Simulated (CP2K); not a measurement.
Consider hexafluoroethane at its PBE geometry (Å).

```xyz
8

F     1.4217   -0.3040   -1.0304
C     0.7690   -0.0752    0.1319
F     1.2373    1.0586    0.7058
F     1.0233   -1.1116    0.9637
C    -0.7685    0.0735   -0.1362
F    -1.0083    1.1069   -0.9821
F    -1.2597   -1.0666   -0.6749
F    -1.4148    0.3184    1.0222
```

Method: CP2K XAS_TDP, all-electron GAPW, PBEh(45%), aug-cc-pVDZ, TDA, GW2X-corrected core level, no relativity.

Q: Where do the F K-edge lines lie, and how strong are they?

Leading lines: F1 691.02 eV. The leading line of an atom is its first one with 35 % of the strongest within 2.5 eV of its lowest line over the strength cut. Core ionisation energies at this level: F1 694.58 eV.

The first six lines of each atom with a strength over 0.0015:

```
                     atom  energy (eV)  states  strength, one atom  above the computed threshold
F1 (bonded to C), 6 alike       691.02       1              0.0373                              
                                692.98       1              0.0081                              
                                693.06       1              0.0050                              
                                693.80       1              0.0106                              
                                695.37       1              0.0018                           yes
                                695.57       1              0.0037                           yes
```

Lines are vertical, at one geometry, with no vibrational structure. GW2X ionisation energies and lines can be off by 1 to 2 eV either way, and a good line position may hide errors that cancel. These values hold no scalar relativity, about 0.7 eV for F 1s. Rydberg lines, and the discretised continuum above threshold, depend on the basis and the box.

[Banner, clock and machine lines of the logs are left out without a mark of their own.]

[Logs are printed without paths, hosts, clocks, repeated set-up lines and the standing remarks that a program may print on its own settings, such as how far it seeks lower states.]

[Hosts, paths, dates, database ids (printed as entryN), source tags and the programs' standing remarks are cut or masked in the printed files.]
